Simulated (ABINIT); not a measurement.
## ZnWO4 (P2/c): G0W0 with ABINIT, start to end

Aim: the G0W0 gap of ZnWO4 (P2/c) on PBEsol with spin-orbit coupling, step by step.

Method: PBEsol and many-body steps on it, plane waves, in ABINIT 10.8.3.

**Experimental background.**

- Gap 3.9 eV: direct gap from absorption edge with Urbach fit (lower value of the range); optical absorption; 300 K; bulk crystal (thin cleaved platelet of Czochralski crystal, 10-30 um thick) (“Optical absorption of divalent metal tungstates: Correlation between the band-gap energy and the cation ionic radius”, 2008, arxiv:0807.2115).

**1. The starting structure**

It takes space group P2/c (No. 13, monoclinic). The conventional cell has a = 4.699 Å, b = 5.729 Å, c = 4.937 Å, α = 90.00°, β = 90.61°, γ = 90.00°. Zn has 6 O at 2.03 to 2.23 Å nearest. Nearest to W lie 6 O at 1.80 to 2.14 Å. Nearest to O lie 2 W at 1.92 to 2.14 Å and 1 Zn at 2.03 Å. Nearest to O lie 1 W at 1.80 Å and 2 Zn at 2.09 to 2.23 Å. Farther neighbours, and contacts between anions beyond the nearest, are not listed.

The cell and positions come from the Crystallography Open Database and are kept as given unless a step says otherwise.

**2. Ground state**

This step: ABINIT 10.8.3; DFT, PBEsol with spin-orbit coupling, plane waves, norm-conserving pseudopotentials.

The ground-state density comes first.

The input, run.abi:

```
acell 3*1.0 Angstrom
rprim 
  4.698600000000 0.000000000000 0.000000000000
  0.000000000000 5.729300000000 0.000000000000
  -0.052988409000 0.000000000000 4.936415614400
ntypat 3
znucl 30 74 8
natom 12
typat 1 1 2 2 3 3 3 3 3 3 3 3
xred 
  0.500000000000 0.684000000000 0.250000000000
  0.500000000000 0.316000000000 0.750000000000
  0.000000000000 0.182580000000 0.250000000000
  0.000000000000 0.817420000000 0.750000000000
  0.216900000000 0.105100000000 0.936300000000
  0.783100000000 0.105100000000 0.563700000000
  0.783100000000 0.894900000000 0.063700000000
  0.216900000000 0.894900000000 0.436300000000
  0.256500000000 0.377700000000 0.399600000000
  0.743500000000 0.377700000000 0.100400000000
  0.743500000000 0.622300000000 0.600400000000
  0.256500000000 0.622300000000 0.899600000000
pp_dirpath "pseudos"
pseudos "Zn.upf, W.upf, O.upf"
ecut 38
nspinor 2
ngkpt 4 4 4
nshiftk 1
shiftk 0 0 0
kptopt 1
chksymbreak 0
nband 136
occopt 1
tolvrs 1e-08
nstep 60
prtwf 0
optforces 0
optstress 0
indata_prefix "in"
outdata_prefix "out"
tmpdata_prefix "tmp"
```

The run is started by

```console
$ OMP_NUM_THREADS=1 mpirun -n 16 abinit run.abi > log
```

The program printed:

```text
.Version 10.8.3 of ABINIT. v10.8.2 released Aug 2026.

 Symmetries : space group P2/c (# 13); Bravais mP (primitive monocl.)
================================================================================
 Values of the parameters that define the memory need of the present run
     intxc =       0    ionmov =       0      iscf =       7    lmnmax =      25
     lnmax =      25     mgfft =      64  mpssoang =       7    mqgrid =    3005
     natom =      12  nloc_mem =       1    nspden =       1   nspinor =       2
    nsppol =       1      nsym =       4    n1xccc =    2501    ntypat =       3
    occopt =       1   xclevel =       2
-    mband =         136        mffmem =           1         mkmem =           2
       mpw =       10072          nfft =      172800          nkpt =          30
================================================================================
  Rough estimation (10% accuracy) of disk space for files :
================================================================================

--------------------------------------------------------------------------------
------------- Echo of variables that govern the present computation ------------
--------------------------------------------------------------------------------
 -outvars: echo values of preprocessed input variables --------
            acell      1.8897261259E+00  1.8897261259E+00  1.8897261259E+00 Bohr

      chksymbreak           0
             ecut      3.80000000E+01 Hartree
-          fftalg         312

              ixc     -116133
              kpt      0.00000000E+00  0.00000000E+00  0.00000000E+00
                       2.50000000E-01  0.00000000E+00  0.00000000E+00
                       5.00000000E-01  0.00000000E+00  0.00000000E+00
                       0.00000000E+00  2.50000000E-01  0.00000000E+00
                       2.50000000E-01  2.50000000E-01  0.00000000E+00
                       5.00000000E-01  2.50000000E-01  0.00000000E+00
                       0.00000000E+00  5.00000000E-01  0.00000000E+00
                       2.50000000E-01  5.00000000E-01  0.00000000E+00
                       5.00000000E-01  5.00000000E-01  0.00000000E+00
   [... 19 further rows ...]
                       2.50000000E-01  5.00000000E-01  5.00000000E-01
                       5.00000000E-01  5.00000000E-01  5.00000000E-01
         kptrlatt        4    0    0      0    4    0      0    0    4
          kptrlen      3.55162687E+01
P           mkmem           2
            natom          12
            nband         136
            ngfft          50      64      54
             nkpt          30
          nspinor           2
            nstep          60
             nsym           4
           ntypat           3
              occ      1.000000  1.000000  1.000000  1.000000  1.000000  1.000000
                       1.000000  1.000000  1.000000  1.000000  1.000000  1.000000
                       1.000000  1.000000  1.000000  1.000000  1.000000  1.000000
                       1.000000  1.000000  1.000000  1.000000  1.000000  1.000000
                       1.000000  1.000000  1.000000  1.000000  1.000000  1.000000
                       1.000000  1.000000  1.000000  1.000000  1.000000  1.000000
                       1.000000  1.000000  1.000000  1.000000  1.000000  1.000000
                       1.000000  1.000000  1.000000  1.000000  1.000000  1.000000
                       1.000000  1.000000  1.000000  1.000000  1.000000  1.000000
   [... 12 further rows ...]
                       0.000000  0.000000  0.000000  0.000000  0.000000  0.000000
                       0.000000  0.000000  0.000000  0.000000
        optforces           0
        optstress           0
            prtwf           0
            rprim      4.6986000000E+00  0.0000000000E+00  0.0000000000E+00
[...]
spgroup          13

           tolvrs      1.00000000E-08

             xred      5.0000000000E-01  6.8400000000E-01  2.5000000000E-01
[...]
znucl       30.00000   74.00000    8.00000

================================================================================

 chkinp: Checking input parameters for consistency.

================================================================================
== DATASET  1 ==================================================================
-   mpi_nproc: 16, omp_nthreads: 1 (-1 if OMP is not activated)

--- !DatasetInfo
iteration_state: {dtset: 1, }
dimensions: {natom: 12, nkpt: 30, mband: 136, nsppol: 1, nspinor: 2, nspden: 1, mpw: 10072, }
cutoff_energies: {ecut:  38.0, pawecutdg:  -1.0, }
electrons: {nelect:   1.16000000E+02, charge:   0.00000000E+00, occopt:   1.00000000E+00, tsmear:   1.00000000E-02, }

 Real(R)+Recip(G) space primitive vectors, cartesian coordinates (Bohr,Bohr^-1):
 R(1)=  8.8790672  0.0000000  0.0000000  G(1)=  0.1126244  0.0000000  0.0012089
 R(2)=  0.0000000 10.8268079  0.0000000  G(2)=  0.0000000  0.0923633  0.0000000
 R(3)= -0.1001336  0.0000000  9.3284736  G(3)=  0.0000000  0.0000000  0.1071987
 Unit cell volume ucvol=  8.9676440E+02 bohr^3
 Angles (23,13,12)=  9.00000000E+01  9.06150000E+01  9.00000000E+01 degrees

 getcut: wavevector=  0.0000  0.0000  0.0000  ngfft=  50  64  54
         ecut(hartree)=     38.000   => boxcut(ratio)=   2.02941

[...]
ETOT  2  -678.60662306724     5.279E+00 3.894E-01 1.660E+05
 ETOT  3  -699.31659927490    -2.071E+01 2.034E-01 1.823E+04
 ETOT  4  -700.21910257902    -9.025E-01 1.893E-01 1.391E+04
 ETOT  5  -700.92862438830    -7.095E-01 1.382E-01 7.293E+03
 ETOT  6  -701.51164809642    -5.830E-01 4.459E-02 2.854E+03
 ETOT  7  -701.60010639248    -8.846E-02 7.626E-02 2.072E+03
 ETOT  8  -701.67568732266    -7.558E-02 2.012E-02 1.462E+03
 ETOT  9  -701.80302474169    -1.273E-01 7.433E-02 3.122E+02
 ETOT 10  -701.83879141882    -3.577E-02 1.566E-02 6.080E-01
[...]
ETOT 14  -701.83912713314    -7.712E-08 1.041E-02 2.511E-05
 ETOT 15  -701.83912713645    -3.315E-09 1.670E-02 2.398E-06
 ETOT 16  -701.83912713688    -4.227E-10 2.014E-02 9.533E-08
 ETOT 17  -701.83912713689    -9.095E-12 1.602E-02 9.097E-08
 ETOT 18  -701.83912713690    -1.467E-11 1.045E-02 1.622E-09

 At SCF step   18       vres2   =  1.62E-09 < tolvrs=  1.00E-08 =>converged.

--- !ResultsGS
iteration_state: {dtset: 1, }
comment   : Summary of ground state results
lattice_vectors:
- [  8.8790672,   0.0000000,   0.0000000, ]
- [  0.0000000,  10.8268079,   0.0000000, ]
- [ -0.1001336,   0.0000000,   9.3284736, ]
lattice_lengths: [   8.87907,   10.82681,    9.32901, ]
lattice_angles: [ 90.000,  90.615,  90.000, ] # degrees, (23, 13, 12)
lattice_volume:   8.9676440E+02
convergence: {deltae: -1.467E-11, res2:  1.622E-09, residm:  1.045E-02, diffor:  0.000E+00, }
etotal    :  -7.01839127E+02
entropy   :   0.00000000E+00
fermie    :   2.02568949E-01
cartesian_stress_tensor: null
pressure_GPa: null
xred      :
- [  5.0000E-01,   6.8400E-01,   2.5000E-01, Zn]
- [  5.0000E-01,   3.1600E-01,   7.5000E-01, Zn]
- [ -9.5522E-21,   1.8258E-01,   2.5000E-01,  W]
- [ -2.8657E-20,   8.1742E-01,   7.5000E-01,  W]
- [  2.1690E-01,   1.0510E-01,   9.3630E-01,  O]
- [  7.8310E-01,   1.0510E-01,   5.6370E-01,  O]
- [  7.8310E-01,   8.9490E-01,   6.3700E-02,  O]
- [  2.1690E-01,   8.9490E-01,   4.3630E-01,  O]
- [  2.5650E-01,   3.7770E-01,   3.9960E-01,  O]
- [  7.4350E-01,   3.7770E-01,   1.0040E-01,  O]
- [  7.4350E-01,   6.2230E-01,   6.0040E-01,  O]
- [  2.5650E-01,   6.2230E-01,   8.9960E-01,  O]
cartesian_forces: null
force_length_stats: {min: null, max: null, mean: null, }

 Integrated electronic density in atomic spheres:
 ------------------------------------------------
 Atom  Sphere_radius  Integrated_density
[...]
================================================================================

 ----iterations are completed or convergence reached----

 Mean square residual over all n,k,spin=   76.949E-07; max=  10.451E-03
 reduced coordinates (array xred) for   12 atoms
[...]
0.216900      0.894900      0.436300
       0.256500      0.377700      0.399600
       0.743500      0.377700      0.100400
       0.743500      0.622300      0.600400
       0.256500      0.622300      0.899600
 rms dE/dt=  0.0000E+00; max dE/dt=  0.0000E+00; dE/dt below (all hartree)
    1       0.000000      0.000000      0.000000
    2       0.000000      0.000000      0.000000
    3       0.000000      0.000000      0.000000
    4       0.000000      0.000000      0.000000
    5       0.000000      0.000000      0.000000
    6       0.000000      0.000000      0.000000
    7       0.000000      0.000000      0.000000
    8       0.000000      0.000000      0.000000
[...]
cartesian coordinates (angstrom) at end:
[...]
8      0.996007     5.127151     2.153758
    9      1.184017     2.163957     1.972592
   10      3.488089     2.163957     0.495616
   11      3.461595     3.565343     2.963824
   12      1.157523     3.565343     4.440799
 length scales=  1.889726  1.889726  1.889726 bohr
              =  1.000000  1.000000  1.000000 angstroms
 prteigrs : about to open file out_EIG
 Fermi (or HOMO) energy (hartree) =   0.20257   Average Vxc (hartree)=  -0.43642
 Eigenvalues (hartree) for nkpt=  30  k points:
 kpt#   1, nband=136, wtk=  0.01563, kpt=  0.0000  0.0000  0.0000 (reduced coord)
  -4.30510   -4.30510   -4.30510   -4.30510   -2.70300   -2.70300   -2.70299   -2.70299
  -2.59055   -2.59055   -2.59053   -2.59053   -2.59021   -2.59021   -2.59020   -2.59020
  -2.51340   -2.51340   -2.51312   -2.51312   -1.46583   -1.46583   -1.46459   -1.46459
  -1.11258   -1.11258   -1.10933   -1.10933   -1.10912   -1.10912   -1.10580   -1.10580
  -0.46626   -0.46626   -0.41810   -0.41810   -0.41521   -0.41521   -0.40762   -0.40762
  -0.40510   -0.40510   -0.40129   -0.40129   -0.39109   -0.39109   -0.38628   -0.38628
  -0.02709   -0.02709   -0.01819   -0.01819   -0.00849   -0.00849    0.00007    0.00007
   0.00851    0.00851    0.01600    0.01600    0.01857    0.01857    0.02205    0.02205
   0.03013    0.03013    0.04516    0.04516    0.04901    0.04901    0.05355    0.05355
   0.05374    0.05374    0.06015    0.06015    0.06639    0.06639    0.06974    0.06974
   0.07189    0.07189    0.07657    0.07657    0.09601    0.09601    0.09742    0.09742
   0.10165    0.10165    0.12143    0.12143    0.12219    0.12219    0.12746    0.12746
   0.13393    0.13393    0.13871    0.13871    0.14946    0.14946    0.15925    0.15925
   0.16517    0.16517    0.17415    0.17415    0.17723    0.17723    0.18964    0.18964
   0.19246    0.19246    0.19308    0.19308    0.32531    0.32531    0.33894    0.33894
   0.34345    0.34345    0.35196    0.35196    0.36828    0.36828    0.38582    0.38582
   0.40306    0.40306    0.46520    0.46520    0.50467    0.50595    0.51210    0.51394
 prteigrs : prtvol=0 or 1, do not print more k-points.

--- !EnergyTerms
iteration_state     : {dtset: 1, }
comment             : Components of total free energy in Hartree
kinetic             :  3.137014E+02
hartree             :  2.221415E+02
xc                  : -1.103746E+02
Ewald energy        : -4.214967E+02
psp_core            :  1.629768E+01
local_psp           : -6.303786E+02
non_local_psp       : -9.172974E+01
total_energy        : -7.018391E+02
total_energy_eV     : -1.909802E+04
band_energy         : -7.427731E+01

== END DATASET(S) ==============================================================
================================================================================

 -outvars: echo values of variables after computation  --------
           etotal     -7.0183912714E+02
            nband         136
             nkpt          30
          spgroup          13
 [... the other variables as echoed above ...]

 Calculation completed.
```

The job ended after 18 min (16 MPI ranks of Arm Neoverse V1, shared host; peak memory 3.1 GiB; 4.9 h of CPU time).

Read from the output:

```
total energy               : -19098.0156 eV
gap                        : 2.914 eV
k of the valence top       : 0, 0.25, 0.25
k of the conduction bottom : 0, 0.5, 0
least direct gap           : 2.922 eV
```

The gap is indirect, with the least direct gap 0.008 eV higher.

[end of part 1 of 3]

[Long decimals in the printed logs are rounded to 6 places.]

[Logs are printed without paths, hosts, clocks, repeated set-up lines and the standing remarks that a program may print on its own settings, such as how far it seeks lower states.]

[Paths, hosts, dates, memory and timing lines, banners, echoed tables and standing remarks are left out of the program output; an Ansatz launch command may be rebuilt from the run's recorded settings. Measured values are a selection of at most five: reports struck by readers or far from the other reports are left out. None is set beside runs whose start may be inverted or whose files or cutoffs have a known fault.]

[Runs of the session that timed out or met a known fault of the program may be left out.]

[Hosts, paths, dates, database ids (printed as entryN), source tags and the programs' standing remarks are cut or masked in the printed files.]

[G0W0 gaps are taken among the corrected bands and points alone; a level outside them can change the order at an edge.]

[Where Ansatz stands beside ABINIT at settings called matched, ABINIT's density can come from a denser mesh and the files from another edition; pairs whose starting gaps differed by over 0.03 eV were left out, so agreement reads better than it is.]
